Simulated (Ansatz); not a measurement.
# What TiCdSe3 (model cell, started as cubic perovskite with Ti in the octahedra) distorts into

Which phase does TiCdSe3 (model cell, started as cubic perovskite with Ti in the octahedra) fall into along its unstable mode, and how much energy does it gain?

Program: Ansatz 0.2.0. Level of theory: DFT PBE, scalar-relativistic, plane waves, PAW. Results are calculated unless marked as measured.

The structure was built from a prototype and need not be the compound's stable phase.

## 1. Starting point

It takes space group Pm-3m (No. 221, cubic). Conventional cell: a = 4.977 Å, b = 4.977 Å, c = 4.977 Å, α = 90.00°, β = 90.00°, γ = 90.00°. Nearest to Cd lie 12 Se at 3.52 Å. Nearest to Ti lie 6 Se at 2.49 Å. Nearest to Se lie 2 Ti at 2.49 Å. Farther neighbours and most contacts between anions are not listed.

## 2. The dispersion

The cell comes from relaxations at this level that are not shown. Stability and thermal properties need the whole zone. Linear response on a 2×2×2 q mesh gives force constants as far as a supercell of that size would.

input.yaml reads:

```yaml
crystal:
  lattice:
    - [4.9773704866, 0.0, 0.0]
    - [0.0, 4.9773704866, 0.0]
    - [0.0, 0.0, 4.9773704866]
  atoms:
    - { symbol: Cd, position: [0.0, 0.0, 0.0] }
    - { symbol: Ti, position: [0.5, 0.5, 0.5] }
    - { symbol: Se, position: [0.5, 0.5, 0.0] }
    - { symbol: Se, position: [0.5, 0.0, 0.5] }
    - { symbol: Se, position: [0.0, 0.5, 0.5] }
kpoints:
  mp_grid: { grid: [8, 8, 8] }
hamiltonian:
  xc: pbe
scf:
  occupations: { method: methfessel_paxton, width: 0.2 }
output:
  eigenvalues: true
phonons:
  method: dfpt
  qmesh: [2, 2, 2]
  temperatures: { t_max: 1000, t_step: 50 }
  qpath:
    path:
      - [[0.0, 0.0, 0.0], [0.0, 0.5, 0.0], [0.5, 0.5, 0.0], [0.0, 0.0, 0.0], [0.5, 0.5, 0.5], [0.0, 0.5, 0.0]]
      - [[0.5, 0.5, 0.5], [0.5, 0.5, 0.0]]
    npoints: 10
```

Command:

```bash
> ansatz run input.yaml --threads 8 --pin off --max-ram 14336MiB --backend cpu --events-out ev --progress --plain --runs-dir out
```

Numbers of over 12 decimals in the logs are rounded to 6 here.

The log of the run:

```text
Engine: ansatz 0.2.0, aarch64-unknown-linux-gnu
Pseudopotentials: kind: paw
Pseudopotential: Cd, paw, valence charge 20, recommended cutoff 420 eV (normal), Cd.paw.azcp
Pseudopotential: Ti, paw, valence charge 12, recommended cutoff 420 eV (normal), Ti.paw.azcp
Pseudopotential: Se, paw, valence charge 16, recommended cutoff 420 eV (normal), Se.paw.azcp
Functional definition: PBE
  parameter kappa = 0.804
  parameter beta = 0.066725
  exchange = pbe_x(kappa = kappa, mu = beta*pi^2/3)
  correlation = pbe_c(beta = beta)
Crystal: 5 atoms, lattice volume = 123.310 Å³
Basis set: ecut = 420 eV, 2469 PW (Γ), exchange–correlation on 72×72×72 points (8 copies of the dense FFT grid, shifted against one another)
Bands: 48, of which v1, the nominal top of the filled ones, is band 40 counted from 1 (39 counted from 0)
Symmetry: 48 space group operations
k-points: 35 of 512
Non-local potential: Cd, projectors of the file, l = 0: 3, l = 1: 2, l = 2: 2, l = 3: 1
Non-local potential: Ti, projectors of the file, l = 0: 3, l = 1: 2, l = 2: 3, l = 3: 1
Non-local potential: Se, projectors of the file, l = 0: 2, l = 1: 2, l = 2: 3, l = 3: 1
PAW form: soft (Blöchl's): semilocal exchange-correlation on the pseudo side does not see the compensation charge
PAW one-centre angular grid: Cd, 590 points (default); XC on 64 Gauss nodes
PAW one-centre angular grid: Ti, 590 points (default); XC on 64 Gauss nodes
PAW one-centre angular grid: Se, 590 points (default); XC on 64 Gauss nodes
Initial density: superposition of atomic densities (neutral atoms: chi_scale 0, normalization atom), corrected by the library's trained network
Initial wavefunctions: pseudopotential atomic-orbital guess
Functional: x = pbe(κ = 0.804, μ = 0.219515), c = pbe(β = 0.066725)
SCF iter   1: F=—  HF=-27163.225981 eV  |F-HF|=—  |Δ(HF+E_count)|=         —  Δρ=1.46e-3  dr2=1.48e-3  ethr=1.77e-3  ⟨swp⟩=5.9  Hψ=5628  notcnv=0
preconditioner: auto → LDOS  [metal: Δε(μ)=0.052 eV  Ē_g=8.365 eV  σ=0.200 eV  W_gap=0.22  n_scr=32 (ndim 8)  ℏωp=19.5 eV  f_vac=0.024  D(μ)=3.05/eV (n_scr^D=18)  β→1.0]
SCF iter   2: F=—  HF=-27163.228352 eV  |F-HF|=—  |Δ(HF+E_count)|=   2.37e-3  S|Δr|=    0.00e0  Δρ=8.13e-4  dr2=5.64e-4  ethr=1.85e-6  ⟨swp⟩=2.2  Hψ=3386  notcnv=0
SCF iter   3: F=—  HF=-27163.228223 eV  |F-HF|=—  |Δ(HF+E_count)|=   1.29e-4  S|Δr|=    0.00e0  Δρ=3.12e-4  dr2=1.12e-4  ethr=7.05e-7  ⟨swp⟩=2.0  Hψ=3000  notcnv=0
SCF iter   4: F=—  HF=-27163.228199 eV  |F-HF|=—  |Δ(HF+E_count)|=   2.34e-5  S|Δr|=    0.00e0  Δρ=5.21e-5  dr2=3.79e-6  ethr=1.40e-7  ⟨swp⟩=2.0  Hψ=2859  notcnv=0
SCF iter   5: F=—  HF=-27163.228188 eV  |F-HF|=—  |Δ(HF+E_count)|=   1.13e-5  S|Δr|=    0.00e0  Δρ=1.80e-5  dr2=5.83e-7  ethr=4.74e-9  ⟨swp⟩=2.0  Hψ=2128  notcnv=0
SCF iter   6: F=—  HF=-27163.228188 eV  |F-HF|=—  |Δ(HF+E_count)|=   2.43e-7  S|Δr|=    0.00e0  Δρ=1.53e-5  dr2=4.66e-7  ethr=7.28e-10  ⟨swp⟩=2.9  Hψ=2946  notcnv=0
SCF iter   7: F=—  HF=-27163.228188 eV  |F-HF|=—  |Δ(HF+E_count)|=   4.88e-8  S|Δr|=    0.00e0  Δρ=3.44e-6  dr2=3.13e-8  ethr=5.82e-10  ⟨swp⟩=1.6  Hψ=1720  notcnv=0
SCF iter   8: F=—  HF=-27163.228188 eV  |F-HF|=—  |Δ(HF+E_count)|=  3.20e-10  S|Δr|=    0.00e0  Δρ=5.62e-7  dr2=6.60e-10  ethr=3.91e-11  ⟨swp⟩=1.9  Hψ=1748  notcnv=0
SCF iter   9: F=—  HF=-27163.228188 eV  |F-HF|=—  |Δ(HF+E_count)|=  1.46e-10  S|Δr|=    0.00e0  Δρ=2.23e-7  dr2=8.95e-11  ethr=1.00e-12  ⟨swp⟩=2.0  Hψ=2843  notcnv=0
SCF iter  10: F=-27163.228188 eV  HF=-27163.228188 eV  |F-HF|=0.00e0  |Δ(HF+E_count)|=  1.24e-10  S|Δr|=    0.00e0  Δρ=7.75e-8  dr2=8.05e-12  ethr=1.00e-12  ⟨swp⟩=7.3  Hψ=8774  notcnv=0
SCF 1 converged in 10 iterations: F = -27163.228188 eV  dr2 = 8.05e-12
  greatest PAW one-centre occupation: 1.000 electrons in one spin orbital (limit 2), on the Cd atom at site 0 (counted from 0), in its partial waves of l = 0
Initial density: read from a saved state, or passed on in memory by an earlier SCF of this step, an earlier step, the calling program or the single point that the run made first
iter 1 solved again at ethr=3.09e-7 eV; its pass at ethr=3.10e-3 eV (dr2=2.48e-4 eV) is discarded
SCF iter   1: F=—  HF=-27163.228199 eV  |F-HF|=—  |Δ(HF+E_count)|=         —  Δρ=7.34e-7  dr2=6.22e-10  ethr=3.09e-7  ⟨swp⟩=3.0  Hψ=9100  notcnv=0
eigensolver tolerance schedule: the retry pair's looser diagonalisation over-reported the residual by 398179.94 of it (diagonalisation noise at an unbounded share of the residual, at the tolerance the schedule requests for it); recorded, not acted on — ethr = c·dr2/N_el stays at c = 1.0e-1
preconditioner: auto → LDOS  [metal: Δε(μ)=0.050 eV  Ē_g=8.376 eV  σ=0.200 eV  W_gap=0.21  n_scr=32 (ndim 8)  ℏωp=19.5 eV  f_vac=0.024  D(μ)=3.02/eV (n_scr^D=18)  β→1.0]
SCF iter   2: F=—  HF=-27163.228188 eV  |F-HF|=—  |Δ(HF+E_count)|=   1.05e-5  S|Δr|=    0.00e0  Δρ=1.06e-6  dr2=1.38e-9  ethr=1.00e-12  ⟨swp⟩=3.6  Hψ=4563  notcnv=0
SCF iter   3: F=—  HF=-27163.228188 eV  |F-HF|=—  |Δ(HF+E_count)|=  3.93e-10  S|Δr|=    0.00e0  Δρ=4.22e-7  dr2=2.18e-10  ethr=1.00e-12  ⟨swp⟩=2.2  Hψ=3018  notcnv=0
SCF iter   4: F=—  HF=-27163.228188 eV  |F-HF|=—  |Δ(HF+E_count)|=  2.18e-11  S|Δr|=    0.00e0  Δρ=3.29e-7  dr2=1.33e-10  ethr=1.00e-12  ⟨swp⟩=1.0  Hψ=1680  notcnv=0
SCF iter   5: F=—  HF=-27163.228188 eV  |F-HF|=—  |Δ(HF+E_count)|=  2.18e-11  S|Δr|=    0.00e0  Δρ=1.88e-7  dr2=4.44e-11  ethr=1.00e-12  ⟨swp⟩=1.0  Hψ=1680  notcnv=0
SCF iter   6: F=-27163.228188 eV  HF=-27163.228188 eV  |F-HF|=1.46e-11  |Δ(HF+E_count)|=  7.28e-12  S|Δr|=    0.00e0  Δρ=7.93e-8  dr2=8.56e-12  ethr=1.00e-12  ⟨swp⟩=1.6  Hψ=3526  notcnv=0
SCF 2 converged in 6 iterations: F = -27163.228188 eV  dr2 = 8.56e-12
phonons: the bands overlap, so this run is a metal and interpolates without the dipole-dipole term. If the crystal is really an insulator or semiconductor, its LO-TO splitting is missing
NSCF: frozen V_eff on 35 k-points
NSCF: frozen V_eff on 125 k-points
DFPT response loops at q = (0, 0, 0) (fractional): preconditioner auto → Kerker (q_TF=auto, 2.538 Å⁻¹) (partly filled bands, converged f_vac=0.024); β = 1.00, the filter's whole step (`scf.mixing.beta` (0.50) is not read by the response loops under this deck's `scf.mixing.preconditioner`; to damp them name `kerker` or `kerker_dos`, under which they read `scf.mixing.beta`, and type it under 1.00, their step now; both keys bind the ground state too); Broyden in place of MSR1
NSCF: frozen V_eff on 250 k-points
DFPT response loops at q = (0, 0, -0.5) (fractional): mixed as the last ones told, above
NSCF: frozen V_eff on 250 k-points
DFPT response loops at q = (0, -0.5, -0.5) (fractional): mixed as the last ones told, above
NSCF: frozen V_eff on 250 k-points
DFPT response loops at q = (-0.5, -0.5, -0.5) (fractional): mixed as the last ones told, above
SCF converged after 10 iterations
Stability not checked: this state was not tested for a lower state beside it, because cold or Methfessel-Paxton smearing, or corrected tetrahedra, fill the levels in a way that the test cannot read (fill_not_monotonic; see scf.lower_state_search)
Free energy (F): -27163.228188 eV
Harris-Foulkes:  -27163.228188 eV  (|F-HF|=0.00e0)
Internal energy: -27163.230923 eV  (E = F + TS)
E sigma→0 (E₀):  -27163.228872 eV
Entropy (-TS):   0.002735 eV (0.547 meV/atom)
Fermi energy:    8.660689 eV
--- Per-component energies (eV) ---
  E_band       = -1828.943478
  E_kinetic    = 1131.475115
  E_local      = -11645.660900  (includes V_loc(G=0)·N_el)
  E_nonlocal   = -1746.856849
  E_hartree    = 5561.484962
  E_xc         = -585.205451
  E_vxc        = -635.831640  (∫ρ·V_xc dr)
  E_paw        = -10865.005430  (= ΣΔE_a)
  E_vpaw       = -55.037350  (= ΣTr[D̂ρ^β])
  E_aug_tail   = -0.001571  (compensation charges beyond the density's cutoff)
  E_ewald      = -9013.460799
  E_smearing   = 0.002735  (= −TS)
  E_closure    = 0.000000  (closes the sum)
  Σ components = -27163.228188   (vs F -27163.228188, Δ=0.00e0)
--- Band table (eV; the first three rows and the last of 35) ---
  k-point 0: bands = [... 36 lower, 7.6985, 7.6985, 8.3828, 8.3828, 8.3828, 8.7131, 8.7131, 8.7131, ... 4 higher]
  k-point 1: bands = [... 36 lower, 7.4199, 7.6302, 8.2146, 8.2146, 8.2505, 8.7163, 9.1810, 9.1810, ... 4 higher]
  k-point 2: bands = [... 36 lower, 6.8606, 7.4769, 8.2160, 8.2160, 8.7233, 8.7241, 9.7617, 9.7617, ... 4 higher]
  k-point 34: bands = [... 36 lower, 5.3079, 7.0575, 9.1754, 9.1754, 9.1754, 10.2322, 10.2322, 10.2322, ... 4 higher]
--- Phonons (Γ-DFPT): 4 representative perturbations + reference (Σ response iterations 12) ---
  ASR residual: 8.631e-5 → 0.000e0 eV/Å²; symmetrization residual: 8.470e-6 eV/Å²
  ASR residual per site (eV/Å²): 8.63e-5 6.36e-5 5.39e-5 5.39e-5 5.39e-5
  Γ frequencies (cm⁻¹): -125.83 -125.83 -125.83 -76.69 -76.69 -76.69 -44.49 -44.49 -44.49 0.00 0.00 0.00 201.11 201.11 201.11
--- Phonons (arbitrary-q DFPT): 4 irreducible q on the 2×2×2 mesh ---
  q = [0.0000, 0.0000, 0.0000] (star 1, of the zone-centre solve; hermiticity 2.09e-6, symmetrization 6.23e-12): -125.83 -125.83 -125.83 -76.69 -76.69 -76.69 -44.49 -44.49 -44.49 -0.00 -0.00 -0.00 201.11 201.11 201.11
  q = [0.0000, 0.0000, -0.5000] (star 3, 9 solved perturbations in 975 linear systems a pass and spin channel, the states on 125 of 512 k-point pairs; hermiticity 1.73e-6, symmetrization 2.32e-12): -99.71 -99.71 -75.24 -39.49 -39.49 -33.96 -33.96 -24.82 37.06 51.31 51.31 209.63 209.63 209.88 214.01
  q = [0.0000, -0.5000, -0.5000] (star 3, 9 solved perturbations in 975 linear systems a pass and spin channel, the states on 125 of 512 k-point pairs; hermiticity 1.00e-6, symmetrization 1.11e-12): -105.56 -55.86 -55.86 -51.81 -44.60 14.25 14.25 49.47 49.47 102.19 185.38 195.43 195.43 221.11 234.29
  q = [-0.5000, -0.5000, -0.5000] (star 1, 4 solved perturbations in 350 linear systems a pass and spin channel, the states on 125 of 512 k-point pairs; hermiticity 5.14e-7, symmetrization 5.80e-12): -107.10 -107.10 -107.10 -37.97 -37.97 -37.97 108.59 108.59 108.59 184.00 184.00 184.00 186.07 186.07 250.61
  sum rule: each row above includes the acoustic sum rule's correction from the zone centre's row sums; it moved no ω² by more than (0.60 cm⁻¹)²
  mesh force constants: q→R imaginary residual 4.20e-18; ASR residual 8.631e-5 → 0.000e0 eV/Å²; symmetrization residual 3.997e-15 eV/Å²
  interpolated dispersion: 62 rows × 15 modes
  density of states and harmonic sums: on the 14×14×14 q-mesh, interpolated from the force constants of a 2×2×2 supercell (no non-analytic term)
  largest difference from the sums on the solved wave vectors: F 4.59e-2 eV, S 7.37e-5 and C_V 1.67e-5 eV/K
  zero-point energy: 0.070251 eV/cell   skipped modes (ω ≤ 0): 846, of them read as no rigid motion or as one in doubt: 843 (6.951e0 modes/cell left out, lowest -125.83 cm⁻¹)   left out of the sums: 4.63e-1 of the cell's modes: C_V's classical limit lies that fraction below 3 k_B per atom; for a crystal, a wire or a layer, F and S can be off by more, and a phonons.interpolated_qmesh denser along its periods is the remedy for the sampling
```

Run time: 3.5 min. Hardware: 8 threads of Arm Neoverse V2, shared host; peak memory 2.2 GiB; 26 min of CPU time.

Numbers from this step:

```
volume per atom                                         : 24.66 Å³
gap on the k-mesh                                       : 0 eV
sum-rule residual before enforcement                    : 8.63e-5 eV/Å²
lowest frequency on the path                            : -125.8 cm⁻¹
point group                                             : m-3m
highest frequency on the path or at a solved wavevector : 250.6 cm⁻¹
highest optical mode at the zone centre (no LO-TO term) : 201.1 cm⁻¹
lowest optical zone-centre mode                         : -125.8 cm⁻¹
lowest mode on the q mesh (acoustic modes at Γ apart)   : -125.8 cm⁻¹
```

Frequencies (cm⁻¹) solved at each irreducible wavevector; negative means imaginary. Frequencies by wavevector, by row:

| q in reciprocal lattice units | star | mode 1 | mode 2 | mode 3 | mode 4 | mode 13 | mode 14 | mode 15 |
| --- | --- | --- | --- | --- | --- | --- | --- | --- |
| 0 0 0 | 1 | -125.8 | -125.8 | -125.8 | -76.7 | 201.1 | 201.1 | 201.1 |
| 0 0 -0.5 | 3 | -99.7 | -99.7 | -75.2 | -39.5 | 209.6 | 209.9 | 214 |
| 0 -0.5 -0.5 | 3 | -105.6 | -55.9 | -55.9 | -51.8 | 195.4 | 221.1 | 234.3 |
| -0.5 -0.5 -0.5 | 1 | -107.1 | -107.1 | -107.1 | -38 | 186.1 | 186.1 | 250.6 |

Interpolated from a 2×2×2 q mesh. The phonon branches at the labelled points (cm⁻¹):

| point | branch 1 | branch 2 | branch 3 | branch 4 | branch 12 | branch 13 | branch 14 | branch 15 |
| --- | --- | --- | --- | --- | --- | --- | --- | --- |
| Γ | -126 | -126 | -126 | -77 | 0 | 201 | 201 | 201 |
| halfway | -111 | -111 | -76 | -57 | 125 | 205 | 205 | 210 |
| X | -100 | -100 | -75 | -40 | 210 | 210 | 210 | 214 |
| halfway | -91 | -74 | -60 | -52 | 199 | 203 | 215 | 228 |
| M | -106 | -56 | -56 | -52 | 195 | 195 | 221 | 234 |
| halfway | -90 | -85 | -65 | -58 | 126 | 203 | 210 | 221 |
| Γ | -126 | -126 | -126 | -77 | 0 | 201 | 201 | 201 |
| halfway | -87 | -78 | -78 | -46 | 128 | 207 | 207 | 233 |
| R | -107 | -107 | -107 | -38 | 184 | 186 | 186 | 251 |
| halfway | -94 | -83 | -79 | -49 | 196 | 199 | 211 | 240 |
| X | -100 | -100 | -75 | -40 | 210 | 210 | 210 | 214 |
| jump to R | -107 | -107 | -107 | -38 | 184 | 186 | 186 | 251 |
| halfway | -106 | -88 | -88 | -45 | 190 | 190 | 210 | 246 |
| M | -106 | -56 | -56 | -52 | 195 | 195 | 221 | 234 |

Symmetry leaves 4 wavevectors to solve. The lowest mode among them, the acoustic zeros apart, lies at Γ and is imaginary, 125.8i cm⁻¹, so the energy falls along it.

## 3. The mode frozen in, largest atomic shift 0 Å

The mode followed lies at Γ with frequency 125.8i cm⁻¹ and is 3-fold degenerate, the softest among the wavevectors solved. At small amplitude the distorted cell has space group no. 99 by a symmetry search on the positions. The undistorted cell that holds it gives the zero of energy on the same k mesh.

input.yaml, the sections that differ from step 2:

```yaml
output:
  forces: true
  stress: true
  eigenvalues: true
# crystal, kpoints, hamiltonian, scf: as in step 2
# phonons: removed
```

The log of the run:

```text
[...]
Crystal: 5 atoms, lattice volume = 123.310 Å³
Basis set: ecut = 420 eV, 2469 PW (Γ), exchange–correlation on 72×72×72 points (8 copies of the dense FFT grid, shifted against one another)
Bands: 48, of which v1, the nominal top of the filled ones, is band 40 counted from 1 (39 counted from 0)
Symmetry: 48 space group operations
[...]
k-points: 35 of 512
[...]
k-point 0: bands = [... 36 lower, 7.6985, 7.6985, 8.3828, 8.3828, 8.3828, 8.7130, 8.7130, 8.7130, ... 4 higher]
  k-point 1: bands = [... 36 lower, 7.4199, 7.6302, 8.2146, 8.2146, 8.2505, 8.7162, 9.1809, 9.1809, ... 4 higher]
  k-point 2: bands = [... 36 lower, 6.8606, 7.4769, 8.2160, 8.2160, 8.7233, 8.7241, 9.7616, 9.7616, ... 4 higher]
  k-point 34: bands = [... 36 lower, 5.3078, 7.0575, 9.1754, 9.1754, 9.1754, 10.2321, 10.2321, 10.2321, ... 4 higher]
[key lines of the parts left out:]
SCF converged after 7 iterations
Free energy (F): -27163.228188 eV
Fermi energy:    8.660690 eV
P = ⅓ Tr σ = 0.0003 GPa (0.003 kbar)
```

Wall time 1.5 s (8 threads); peak memory 0.67 GiB; 10 s of CPU time.

This step gave:

```yaml
pressure: 2.82e-4 GPa
energy_from_the_undistorted_cell: 0 meV/atom
```

The run ends at a pressure of 0.00 GPa.

## 4. The mode frozen in, largest atomic shift 0.22 Å

The atoms are moved along the unstable eigenvector, the largest shift by 0.22 Å, with the cell fixed.

input.yaml, the sections that differ from step 3:

```yaml
crystal:
  lattice:
    - [4.9773704866, 0.0, 0.0]
    - [0.0, 4.9773704866, 0.0]
    - [0.0, 0.0, 4.9773704866]
  atoms:
    - { symbol: Cd, position: [0.0, -0.0056703818, 0.0] }
    - { symbol: Ti, position: [0.5, 0.4557999549, 0.5] }
    - { symbol: Se, position: [0.5, 0.5185634853, 0.0] }
    - { symbol: Se, position: [0.5, -0.002264124, 0.5] }
    - { symbol: Se, position: [0.0, 0.5185634853, 0.5] }
# kpoints, hamiltonian, scf, output: as in step 3
```

The log of the run:

```text
[...]
Crystal: 5 atoms, lattice volume = 123.310 Å³
Basis set: ecut = 420 eV, 2469 PW (Γ), exchange–correlation on 72×72×72 points (8 copies of the dense FFT grid, shifted against one another)
Bands: 48, of which v1, the nominal top of the filled ones, is band 40 counted from 1 (39 counted from 0)
Symmetry: 8 space group operations
[...]
k-points: 75 of 512 (time reversal used)
[...]
k-point 0: bands = [... 36 lower, 7.4152, 7.5648, 8.0498, 8.0498, 8.0909, 8.8363, 9.5605, 9.5605, ... 4 higher]
  k-point 1: bands = [... 36 lower, 7.3719, 7.5428, 7.7165, 7.9068, 8.3659, 9.2219, 9.3506, 9.5834, ... 4 higher]
  k-point 2: bands = [... 36 lower, 7.0356, 7.3996, 7.5914, 7.9730, 8.7471, 9.5425, 9.6583, 9.8410, ... 4 higher]
  k-point 74: bands = [... 36 lower, 5.5202, 7.0206, 9.1195, 9.1195, 9.2041, 10.2484, 10.2484, 10.3152, ... 4 higher]
[key lines of the parts left out:]
SCF converged after 7 iterations
Free energy (F): -27163.267269 eV
Fermi energy:    8.672384 eV
P = ⅓ Tr σ = 0.5700 GPa (5.700 kbar)
```

Wall time 4.4 s (8 threads); peak memory 0.73 GiB.

Numbers from this step:

```
pressure                         : 0.5700 GPa
energy from the undistorted cell : -7.747 meV/atom
```

The energy, extrapolated to zero smearing, is -7.75 meV/atom against the undistorted cell.

The run ends at a pressure of 0.57 GPa, with forces up to 0.78 eV/Å.

## 5. Energy along the mode, all amplitudes (two of the runs are shown above)

An imaginary frequency means negative curvature, so the energy should fall and then rise again as anharmonic terms take over.

Numbers from this step:

- depth at the lowest point sampled: 7.747 meV/atom
- largest atomic shift at that point: 0.22 Å

The energy from the parent by largest atomic shift:

| largest atomic shift (Å) | energy from the parent (meV/atom) |
| --- | --- |
| 0.000 | 0 |
| 0.040 | -0.706 |
| 0.080 | -2.55 |
| 0.140 | -5.69 |
| 0.220 | -7.75 |
| 0.320 | 3.14 |
| 0.450 | 70.9 |

Displacement at unit largest shift by atom:

| atom | x (Å) | y (Å) | z (Å) | size |
| --- | --- | --- | --- | --- |
| Cd1 | 0.00 | -0.13 | 0.00 | 0.13 |
| Ti2 | 0.00 | -1.00 | 0.00 | 1.00 |
| Se3 | 0.00 | 0.42 | 0.00 | 0.42 |
| Se4 | 0.00 | -0.05 | 0.00 | 0.05 |
| Se5 | 0.00 | 0.42 | 0.00 | 0.42 |

The lowest of the steps tried is at 0.22 Å, 7.75 meV/atom below the parent; the bottom of the well need not coincide with a step.

(Continued in part 2 of 3.)

[Logs are printed without paths, hosts, clocks, repeated set-up lines and the standing remarks that a program may print on its own settings, such as how far it seeks lower states.]

[Hosts, paths, dates, database ids (printed as entryN), source tags and the programs' standing remarks are cut or masked in the printed files.]
